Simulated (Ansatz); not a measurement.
**Work function of Pt(100): what the settings cost and change**

Aim: the work function of Pt(100) against thickness and vacuum, with the cost.

Main program and level: Ansatz 0.2.0; plane-wave DFT, PBE, Ansatz PAW.

## Step 1: The structure

The cell holds 1 atom: 1 Pt. Its edges and angles: a = 2.772 Å, b = 2.772 Å, c = 18.000 Å, α = 90.0°, β = 90.0°, γ = 90.0°. Vacuum lies along c.

## Step 2: Slab, setting 1 layer

A work function rests on the faint tail of the density, so the SCF threshold is tight. The slab grows from one layer, at fixed mesh and 18 Å of vacuum; then the vacuum is varied on one slab.

File input.yaml:

```yaml
crystal:
  lattice:
    - [2.7718585823, 0.0, 0.0]
    - [0.0, 2.7718585823, 0.0]
    - [0.0, 0.0, 18.0]
  atoms:
    - { symbol: Pt, position: [0.5, 0.5, 0.5] }
kpoints:
  mp_grid: { grid: [15, 15, 1] }
hamiltonian:
  xc: pbe
scf:
  occupations: { method: fermi_dirac, width: 0.1 }
  convergence: { dr2_threshold: 1.0e-09 }
efield:
  axis: 3
  dipole_correction: true
  ramp_position: 0.97
  ramp_width: 0.06
output:
  write_potential: true
  write_density: true
  volumetric_format: npy
  elf: true
```

Started as:

```
$ ansatz run input.yaml --threads 2 --pin off --max-ram 3072MiB --backend cpu --events-out ev --progress --plain --runs-dir out
```

Numbers of over 12 decimals in the logs are rounded to 6 here.

The log of the run:

```text
Engine: ansatz 0.2.0, aarch64-unknown-linux-gnu
Pseudopotentials: kind: paw
Pseudopotential: Pt, paw, valence charge 18, recommended cutoff 420 eV (normal), Pt.paw.azcp
Functional definition: PBE
  parameter kappa = 0.804
  parameter beta = 0.066725
  exchange = pbe_x(kappa = kappa, mu = beta*pi^2/3)
  correlation = pbe_c(beta = beta)
Crystal: 1 atoms, lattice volume = 138.298 Å³
Basis set: ecut = 420 eV, 2737 PW (Γ)
Bands: 13, of which v1, the nominal top of the filled ones, is band 9 counted from 1 (8 counted from 0)
Symmetry: 8 space group operations
k-points: 36 of 225
Non-local potential: Pt, projectors of the file, l = 0: 3, l = 1: 2, l = 2: 2, l = 3: 1
PAW form: soft (Blöchl's): semilocal exchange-correlation on the pseudo side does not see the compensation charge
PAW one-centre angular grid: Pt, 590 points (default); XC on 64 Gauss nodes
Initial density: superposition of atomic densities (neutral atoms: chi_scale 0, normalization atom), corrected by the library's trained network
Initial wavefunctions: pseudopotential atomic-orbital guess
Functional: x = pbe(κ = 0.804, μ = 0.219515), c = pbe(β = 0.066725)
SCF iter   1: F=—  HF=-12521.240205 eV  |F-HF|=—  |Δ(HF+E_count)|=         —  Δρ=3.49e-3  dr2=4.31e-3  ethr=1.77e-3  p=0.000 e·Å  D=7.02e-17 V/Å  ΔV_dip=-0.00 eV  dr2_dipole=3.58e-15  V_vac-E_F(+/−)=6.36/6.36 eV  ⟨swp⟩=5.7  Hψ=2672  notcnv=0
efield: sawtooth ramp at fractional position 0.9700 (set: `efield.ramp_position`, or a place that a band, a saddle search or an elastic batch's reference lends), width 0.0600; the density the first Hamiltonian is built on has a dipole p = 0.000 e·Å; the dipole correction subtracts the counter field D = 7.02e-17 V/Å, which shifts the + side's vacuum level by -0.00 eV against the − side's; the planar-averaged density in the ramp window peaks in size at 4.4e-6 e/Å³
preconditioner: auto → LDOS  [metal: Δε(μ)=0.027 eV  Ē_g=7.755 eV  σ=0.100 eV  W_gap=0.07  n_scr=10 (ndim 8)  ℏωp=10.0 eV  f_vac=0.761  D(μ)=3.04/eV (n_scr^D=10)  β→1.0]
SCF iter   2: F=—  HF=-12521.242871 eV  |F-HF|=—  |Δ(HF+E_count)|=   2.67e-3  Δρ=9.33e-4  dr2=8.52e-4  ethr=2.40e-5  p=0.000 e·Å  D=7.37e-8 V/Å  ΔV_dip=-0.00 eV  dr2_dipole=5.69e-14  V_vac-E_F(+/−)=6.37/6.37 eV  ⟨swp⟩=2.6  Hψ=1215  notcnv=0
SCF iter   3: F=—  HF=-12521.242767 eV  |F-HF|=—  |Δ(HF+E_count)|=   1.04e-4  Δρ=3.95e-4  dr2=1.40e-4  ethr=4.73e-6  p=-0.000 e·Å  D=-2.15e-7 V/Å  ΔV_dip=0.00 eV  dr2_dipole=6.54e-13  V_vac-E_F(+/−)=6.35/6.35 eV  ⟨swp⟩=2.4  Hψ=837  notcnv=0
SCF iter   4: F=—  HF=-12521.242743 eV  |F-HF|=—  |Δ(HF+E_count)|=   2.37e-5  Δρ=6.71e-5  dr2=5.78e-6  ethr=7.79e-7  p=0.000 e·Å  D=1.74e-8 V/Å  ΔV_dip=-0.00 eV  dr2_dipole=1.84e-14  V_vac-E_F(+/−)=6.36/6.36 eV  ⟨swp⟩=2.1  Hψ=674  notcnv=0
SCF iter   5: F=—  HF=-12521.242751 eV  |F-HF|=—  |Δ(HF+E_count)|=   7.86e-6  Δρ=2.63e-5  dr2=4.43e-7  ethr=3.21e-8  p=-0.000 e·Å  D=-7.63e-8 V/Å  ΔV_dip=0.00 eV  dr2_dipole=8.06e-14  V_vac-E_F(+/−)=6.36/6.36 eV  ⟨swp⟩=2.3  Hψ=706  notcnv=0
SCF iter   6: F=—  HF=-12521.242749 eV  |F-HF|=—  |Δ(HF+E_count)|=   2.04e-6  Δρ=2.99e-6  dr2=7.98e-9  ethr=2.46e-9  p=0.000 e·Å  D=8.32e-9 V/Å  ΔV_dip=-0.00 eV  dr2_dipole=4.81e-15  V_vac-E_F(+/−)=6.36/6.36 eV  ⟨swp⟩=2.3  Hψ=674  notcnv=0
SCF iter   7: F=-12521.242749 eV  HF=-12521.242749 eV  |F-HF|=7.08e-10  |Δ(HF+E_count)|=   5.75e-8  Δρ=3.74e-7  dr2=1.17e-10  ethr=5.56e-12  p=-0.000 e·Å  D=-3.30e-8 V/Å  ΔV_dip=0.00 eV  dr2_dipole=3.00e-14  V_vac-E_F(+/−)=6.36/6.36 eV  ⟨swp⟩=5.8  Hψ=1745  notcnv=0
SCF 1 converged in 7 iterations: F = -12521.242749 eV  dr2 = 1.17e-10
  greatest PAW one-centre occupation: 1.000 electrons in one spin orbital (limit 2), on the Pt atom at site 0 (counted from 0), in its partial waves of l = 0
WARN: The output density's exchange-correlation potential varies sharply where the density is thin. Do not read a vacuum level from v_tot or v_xc, or from such a field of the output density. On a cell that repeats whose density bears no net charge and no dipole along the vacuum's axis use v_es (v_loc + v_h of the components); under efield.dipole_correction with no amplitude use v_es + v_field, which holds any externa [...]
SCF converged after 7 iterations
Free energy (F): -12521.242749 eV
Harris-Foulkes:  -12521.242749 eV  (|F-HF|=7.08e-10)
Internal energy: -12521.143786 eV  (E = F + TS)
E sigma→0 (E₀):  -12521.193267 eV
Entropy (-TS):   -0.098963 eV (-98.963 meV/atom)
Fermi energy:    -3.176231 eV
Dipole field:    D = 0.000000 V/Å  (p = 0.000000 e·Å, saw-weighted, corrected)
Work function:   Φ+ = 6.3603 eV   Φ− = 6.3604 eV
Levels:          The Fermi level and band energies are counted from a zero that moves with the ramp; work functions are not
--- Per-component energies (eV) ---
  E_band       = -575.602694
  E_kinetic    = 632.806896
  E_local      = -11344.508733  (includes V_loc(G=0)·N_el)
  E_nonlocal   = 201.656928
  E_hartree    = 5260.804764
  E_xc         = -257.973545
  E_vxc        = -297.464036  (∫ρ·V_xc dr)
  E_paw        = -9454.569834  (= ΣΔE_a)
  E_vpaw       = -289.703994  (= ΣTr[D̂ρ^β])
  E_aug_tail   = 0.000197  (compensation charges beyond the density's cutoff)
  E_efield     = 0.000000  (sawtooth field / dipole correction)
  E_vefield    = 0.000000  (∫n·V_field dr)
  E_ewald      = 2440.639541
  E_smearing   = -0.098963  (= −TS)
  E_closure    = 0.000000  (closes the sum)
  Σ components = -12521.242749   (vs F -12521.242749, Δ=0.00e0)
--- Band table (eV; the first three rows and the last of 36) ---
  k-point 0: bands = [... 5 lower, -7.1079, -4.5095, -3.2007, -3.2007, -2.6831, -0.6270, 2.8720, 3.4925]
  k-point 1: bands = [... 5 lower, -7.0334, -4.4789, -3.3855, -3.1912, -2.7602, -0.4234, 2.9557, 3.5867]
  k-point 2: bands = [... 5 lower, -6.7714, -4.3905, -3.8140, -3.1645, -2.9715, 0.0750, 3.2066, 3.8663]
  k-point 35: bands = [... 5 lower, -5.0230, -5.0091, -3.3077, -1.6124, 2.9509, 3.7536, 6.5213, 8.4228]
```

Elapsed: 12 s, on 2 threads of Arm Neoverse N1, shared host; peak memory 0.4 GiB.

Numbers from this step:

```
energy at zero smearing   : -12521.1933 eV
work function, upper face : 6.360 eV
```

Running mean over 1.96 Å of the planar mean; the ramp of the sawtooth is left out. Table of electron's electrostatic potential energy less the Fermi level by z:

z (Å), electron's electrostatic potential energy less the Fermi level (eV) and a bar from the least value:
```
     2.88        6.4 ##############################
     3.31        6.4 ##############################
     3.74        6.4 ##############################
     4.18        6.4 ##############################
     4.61        6.4 ##############################
     5.04        6.4 ##############################
     5.47        6.4 ##############################
     5.90        6.3 ##############################
     6.19        6.3 ##############################
     6.62        6.1 ##############################
     7.06        5.6 #############################
     7.49        3.4 #########################
     7.92       -1.3 ################
     8.35       -6.7 ######
     8.78       -9.9 
     9.22       -9.9 
     9.65       -6.7 ######
    10.08       -1.3 ################
    10.51        3.4 #########################
    10.94        5.6 #############################
    11.38        6.1 ##############################
    11.81        6.3 ##############################
    12.10        6.3 ##############################
    12.53        6.4 ##############################
    12.96        6.4 ##############################
    13.39        6.4 ##############################
    13.82        6.4 ##############################
    14.26        6.4 ##############################
    14.69        6.4 ##############################
    15.12        6.4 ##############################
```

Electrostatic potential energy in the ca plane at fractional y = 0.500, with atoms of Pt within 0.2 Å of it. With pseudopotentials it is smooth inside the atoms' cores, unlike the true potential.

Ten even steps from '0' (-48 eV) to '9' (3 eV), each cell a mean:
```
99999999999999999999877899999999999999999999
99999999999999999999732489999999999999999999
99999999999999999998300069999999999999999999
99999999999999999998100059999999999999999999
99999999999999999998200059999999999999999999
99999999999999999998510279999999999999999999
99999999999999999999865799999999999999999999
99999999999999999999988899999999999999999999
```
Columns run along c (18.0 Å; values clipped at the 3rd and 97th percentile), rows up along a (2.8 Å). Atoms in or near the plane, at fractional coordinates: Pt at (0.50, 0.50).

ELF in the ca plane at fractional y = 0.500, with atoms of Pt within 0.2 Å of it. It is the smooth field of the valence electrons, not physical close to the nuclei.

Values, 5 rows by 16 columns, each cell a mean:
```
0.00 0.00 0.00 0.00 0.00 0.01 0.11 0.28 0.30 0.14 0.01 0.00 0.00 0.00 0.00 0.00
0.00 0.00 0.00 0.00 0.00 0.02 0.20 0.49 0.54 0.25 0.03 0.00 0.00 0.00 0.00 0.00
0.00 0.00 0.00 0.00 0.00 0.02 0.23 0.56 0.61 0.29 0.04 0.00 0.00 0.00 0.00 0.00
0.00 0.00 0.00 0.00 0.00 0.01 0.17 0.41 0.45 0.21 0.03 0.00 0.00 0.00 0.00 0.00
0.00 0.00 0.00 0.00 0.00 0.01 0.09 0.25 0.27 0.12 0.01 0.00 0.00 0.00 0.00 0.00
```
Columns run along c (18.0 Å), rows up along a (2.8 Å). Atoms in or near the plane, at fractional coordinates: Pt at (0.50, 0.50).

Valence density in the ca plane at fractional y = 0.500, with atoms of Pt within 0.2 Å of it. It is the smooth field of the valence electrons, not physical close to the nuclei.

Ten steps, logarithmic in the rise over the least value, from '0' (0 e/Å³) to '9' (11 e/Å³), each cell a mean:
```
00000000000000000001233320000000000000000000
00000000000000000002466531000000000000000000
00000000000000000013689742000000000000000000
00000000000000000013799852000000000000000000
00000000000000000013799852000000000000000000
00000000000000000012578631000000000000000000
00000000000000000001345421000000000000000000
00000000000000000001233210000000000000000000
```
Columns run along c (18.0 Å), rows up along a (2.8 Å). Atoms in or near the plane, at fractional coordinates: Pt at (0.50, 0.50).

The work function is 6.360 eV.

## Step 3: Slab, 2 atoms

System of this step: Pt(100). The cell holds 2 atoms: 2 Pt. Cell: a = 2.772 Å, b = 2.772 Å, c = 19.960 Å, α = 90.0°, β = 90.0°, γ = 90.0°. Vacuum lies along c.

input.yaml, the sections that differ from step 2:

```yaml
crystal:
  lattice:
    - [2.7718585823, 0.0, 0.0]
    - [0.0, 2.7718585823, 0.0]
    - [0.0, 0.0, 19.96]
  atoms:
    - { symbol: Pt, position: [0.5, 0.5, 0.4509018036] }
    - { symbol: Pt, position: [0.0, 0.0, 0.5490981964] }
output:
  write_potential: true
  write_density: true
  volumetric_format: npy
# kpoints, hamiltonian, scf, efield: as in step 2
```

The log of the run:

```text
[...]
Crystal: 2 atoms, lattice volume = 153.357 Å³
Basis set: ecut = 420 eV, 3055 PW (Γ)
Bands: 22, of which v1, the nominal top of the filled ones, is band 18 counted from 1 (17 counted from 0)
Symmetry: 8 space group operations
k-points: 36 of 225
[...]
k-point 0: bands = [... 14 lower, -1.8924, -1.1562, -0.6484, 0.0054, 0.0054, 0.1831, 1.9497, 5.4868]
  k-point 1: bands = [... 14 lower, -1.8857, -0.9555, -0.7764, -0.2827, 0.0599, 0.1126, 2.2995, 5.5696]
  k-point 2: bands = [... 14 lower, -1.8829, -1.0652, -0.7954, -0.5459, -0.0689, 0.1420, 3.0246, 5.8166]
  k-point 35: bands = [... 14 lower, -0.5724, -0.5641, 0.8242, 0.9487, 4.1594, 4.8507, 7.7541, 8.8342]
[key lines of the parts left out:]
SCF converged after 8 iterations
Free energy (F): -25044.333577 eV
Fermi energy:    -0.080020 eV
Dipole field:    D = 0.000001 V/Å  (p = 0.000001 e·Å, saw-weighted, corrected)
Work function:   Φ+ = 5.7639 eV   Φ− = 5.7639 eV
```

It took 13 s on 2 threads; peak memory 0.41 GiB.

The work function is 5.764 eV, -0.596 eV from the run “1 layer”, at 1.6 times its CPU time.

## Step 4: Slab, 3 atoms

System of this step: Pt(100). The cell holds 3 atoms: 3 Pt. Its edges and angles: a = 2.772 Å, b = 2.772 Å, c = 21.920 Å, α = 90.0°, β = 90.0°, γ = 90.0°. Vacuum lies along c.

input.yaml, the sections that differ from step 3:

```yaml
crystal:
  lattice:
    - [2.7718585823, 0.0, 0.0]
    - [0.0, 2.7718585823, 0.0]
    - [0.0, 0.0, 21.92]
  atoms:
    - { symbol: Pt, position: [0.0, 0.0, 0.4105839416] }
    - { symbol: Pt, position: [0.5, 0.5, 0.5] }
    - { symbol: Pt, position: [0.0, 0.0, 0.5894160584] }
# kpoints, hamiltonian, scf, efield, output: as in step 3
```

The log of the run:

```text
[...]
Crystal: 3 atoms, lattice volume = 168.416 Å³
Basis set: ecut = 420 eV, 3341 PW (Γ)
Bands: 33, of which v1, the nominal top of the filled ones, is band 27 counted from 1 (26 counted from 0)
Symmetry: 8 space group operations
k-points: 36 of 225
[...]
k-point 0: bands = [... 23 lower, 0.8757, 0.9390, 1.8079, 1.8487, 2.2421, 2.2732, 2.2732, 4.0131, ... 2 higher]
  k-point 1: bands = [... 23 lower, 0.6454, 1.1251, 1.7179, 1.9180, 2.1400, 2.1712, 2.3306, 4.4646, ... 2 higher]
  k-point 2: bands = [... 23 lower, 0.5140, 1.2241, 1.3891, 1.4603, 2.0163, 2.3889, 2.7397, 5.3357, ... 2 higher]
  k-point 35: bands = [... 23 lower, 1.9061, 2.4872, 2.9515, 3.0414, 5.4894, 6.1523, 8.6403, 9.6901, ... 2 higher]
[key lines of the parts left out:]
SCF converged after 10 iterations
Free energy (F): -37567.384406 eV
Fermi energy:    2.086112 eV
Dipole field:    D = -0.000000 V/Å  (p = -0.000000 e·Å, saw-weighted, corrected)
Work function:   Φ+ = 5.6896 eV   Φ− = 5.6896 eV
```

It took 28 s on 2 threads; peak memory 0.46 GiB; 47 s of CPU time.

The work function is 5.690 eV, -0.074 eV from the run “2 layers”, at 1.9 times its CPU time.

## Step 5: Slab, 4 atoms

System of this step: Pt(100). The cell holds 4 atoms: 4 Pt. Cell: a = 2.772 Å, b = 2.772 Å, c = 23.880 Å, α = 90.0°, β = 90.0°, γ = 90.0°. Vacuum lies along c.

input.yaml, the sections that differ from step 4:

```yaml
crystal:
  lattice:
    - [2.7718585823, 0.0, 0.0]
    - [0.0, 2.7718585823, 0.0]
    - [0.0, 0.0, 23.88]
  atoms:
    - { symbol: Pt, position: [0.5, 0.5, 0.3768844221] }
    - { symbol: Pt, position: [0.0, 0.0, 0.458961474] }
    - { symbol: Pt, position: [0.5, 0.5, 0.541038526] }
    - { symbol: Pt, position: [0.0, 0.0, 0.6231155779] }
# kpoints, hamiltonian, scf, efield, output: as in step 4
```

The log of the run:

```text
[...]
Crystal: 4 atoms, lattice volume = 183.475 Å³
Basis set: ecut = 420 eV, 3659 PW (Γ)
Bands: 44, of which v1, the nominal top of the filled ones, is band 36 counted from 1 (35 counted from 0)
Symmetry: 8 space group operations
k-points: 36 of 225
[...]
k-point 0: bands = [... 32 lower, 3.1154, 3.1902, 3.1902, 3.8256, 4.0094, 4.1367, 4.1367, 4.1489, ... 4 higher]
  k-point 1: bands = [... 32 lower, 2.8119, 2.8704, 3.4175, 3.6988, 3.7483, 3.9341, 4.1866, 4.5595, ... 4 higher]
  k-point 2: bands = [... 32 lower, 2.4709, 2.5103, 3.3698, 3.4811, 3.4905, 3.8281, 4.2127, 5.2709, ... 4 higher]
  k-point 35: bands = [... 32 lower, 4.1824, 4.2663, 4.7953, 4.8650, 6.8158, 7.4735, 9.4558, 10.2350, ... 4 higher]
[key lines of the parts left out:]
SCF converged after 10 iterations
Free energy (F): -50090.430122 eV
Fermi energy:    3.872034 eV
Dipole field:    D = -0.000000 V/Å  (p = -0.000000 e·Å, saw-weighted, corrected)
Work function:   Φ+ = 5.6396 eV   Φ− = 5.6396 eV
```

Elapsed: 43 s, on 2 threads; peak memory 0.55 GiB; 73 s of CPU time.

The work function is 5.640 eV, -0.050 eV from the run “3 layers”, at 1.5 times its CPU time.

## Step 6: Run, 5 atoms

System of this step: Pt(100). The cell holds 5 atoms: 5 Pt. Its edges and angles: a = 2.772 Å, b = 2.772 Å, c = 25.840 Å, α = 90.0°, β = 90.0°, γ = 90.0°. Vacuum lies along c.

input.yaml, the sections that differ from step 5:

```yaml
crystal:
  lattice:
    - [2.7718585823, 0.0, 0.0]
    - [0.0, 2.7718585823, 0.0]
    - [0.0, 0.0, 25.84]
  atoms:
    - { symbol: Pt, position: [0.0, 0.0, 0.3482972136] }
    - { symbol: Pt, position: [0.5, 0.5, 0.4241486068] }
    - { symbol: Pt, position: [0.0, 0.0, 0.5] }
    - { symbol: Pt, position: [0.5, 0.5, 0.5758513932] }
    - { symbol: Pt, position: [0.0, 0.0, 0.6517027864] }
# kpoints, hamiltonian, scf, efield, output: as in step 5
```

The log of the run:

```text
[...]
Crystal: 5 atoms, lattice volume = 198.534 Å³
Basis set: ecut = 420 eV, 3955 PW (Γ)
Bands: 54, of which v1, the nominal top of the filled ones, is band 45 counted from 1 (44 counted from 0)
Symmetry: 8 space group operations
k-points: 36 of 225
[...]
k-point 0: bands = [... 41 lower, 4.3068, 4.8230, 4.9716, 4.9716, 5.3699, 5.4674, 5.6581, 5.6581, ... 5 higher]
  k-point 1: bands = [... 41 lower, 4.3896, 4.5453, 4.6234, 5.1678, 5.2544, 5.2779, 5.3910, 5.6934, ... 5 higher]
  k-point 2: bands = [... 41 lower, 4.2098, 4.2778, 4.4486, 5.0866, 5.1046, 5.3169, 5.4079, 5.6900, ... 5 higher]
  k-point 35: bands = [... 41 lower, 5.7270, 5.7628, 6.2823, 6.3372, 7.9907, 8.6516, 10.2075, 10.8815, ... 5 higher]
[key lines of the parts left out:]
SCF converged after 11 iterations
Free energy (F): -62613.440749 eV
Fermi energy:    5.338519 eV
Dipole field:    D = 0.000000 V/Å  (p = 0.000000 e·Å, saw-weighted, corrected)
Work function:   Φ+ = 5.6669 eV   Φ− = 5.6669 eV
```

Run time: 70 s. Hardware: 2 threads; peak memory 0.64 GiB.

The work function is 5.667 eV, +0.027 eV from the run “4 layers”, at 1.2 times its CPU time.

## Step 7: Run, 6 atoms

System of this step: Pt(100). The cell holds 6 atoms: 6 Pt. Its edges and angles: a = 2.772 Å, b = 2.772 Å, c = 27.800 Å, α = 90.0°, β = 90.0°, γ = 90.0°. Vacuum lies along c.

input.yaml, the sections that differ from step 6:

```yaml
crystal:
  lattice:
    - [2.7718585823, 0.0, 0.0]
    - [0.0, 2.7718585823, 0.0]
    - [0.0, 0.0, 27.8]
  atoms:
    - { symbol: Pt, position: [0.5, 0.5, 0.3237410072] }
    - { symbol: Pt, position: [0.0, 0.0, 0.3942446043] }
    - { symbol: Pt, position: [0.5, 0.5, 0.4647482014] }
    - { symbol: Pt, position: [0.0, 0.0, 0.5352517986] }
    - { symbol: Pt, position: [0.5, 0.5, 0.6057553957] }
    - { symbol: Pt, position: [0.0, 0.0, 0.6762589928] }
# kpoints, hamiltonian, scf, efield, output: as in step 6
```

The log of the run:

```text
[...]
Crystal: 6 atoms, lattice volume = 213.593 Å³
Basis set: ecut = 420 eV, 4257 PW (Γ)
Bands: 65, of which v1, the nominal top of the filled ones, is band 54 counted from 1 (53 counted from 0)
Symmetry: 8 space group operations
k-points: 36 of 225
[...]
k-point 0: bands = [... 50 lower, 5.5319, 5.8272, 6.2604, 6.4431, 6.4431, 6.6807, 6.7368, 6.9706, ... 7 higher]
  k-point 1: bands = [... 50 lower, 5.9752, 6.0069, 6.0349, 6.0840, 6.5747, 6.6027, 6.6687, 6.6689, ... 7 higher]
  k-point 2: bands = [... 50 lower, 5.6178, 5.7268, 5.8633, 6.0335, 6.4168, 6.4651, 6.7894, 6.9660, ... 7 higher]
  k-point 35: bands = [... 50 lower, 7.0241, 7.0424, 7.5692, 7.6127, 9.0600, 9.7279, 10.9482, 11.5759, ... 7 higher]
[key lines of the parts left out:]
SCF converged after 11 iterations
Free energy (F): -75136.461226 eV
Fermi energy:    6.620036 eV
Dipole field:    D = 0.000001 V/Å  (p = 0.000001 e·Å, saw-weighted, corrected)
Work function:   Φ+ = 5.6610 eV   Φ− = 5.6610 eV
```

The job ended after 89 s (2 threads; peak memory 0.75 GiB; 2.1 min of CPU time).

The work function is 5.661 eV, -0.006 eV from the run “5 layers”, at 1.4 times its CPU time.

(Part 1 of 2 ends here.)

[Logs are printed without paths, hosts, clocks, repeated set-up lines and the standing remarks that a program may print on its own settings, such as how far it seeks lower states.]

[Hosts, paths, dates, database ids (printed as entryN), source tags and the programs' standing remarks are cut or masked in the printed files.]

[Maps of the electrostatic potential energy from Ansatz leave out the sawtooth potential of an applied field or a dipole correction, so their vacuum need not be flat; planar profiles and work functions include it.]
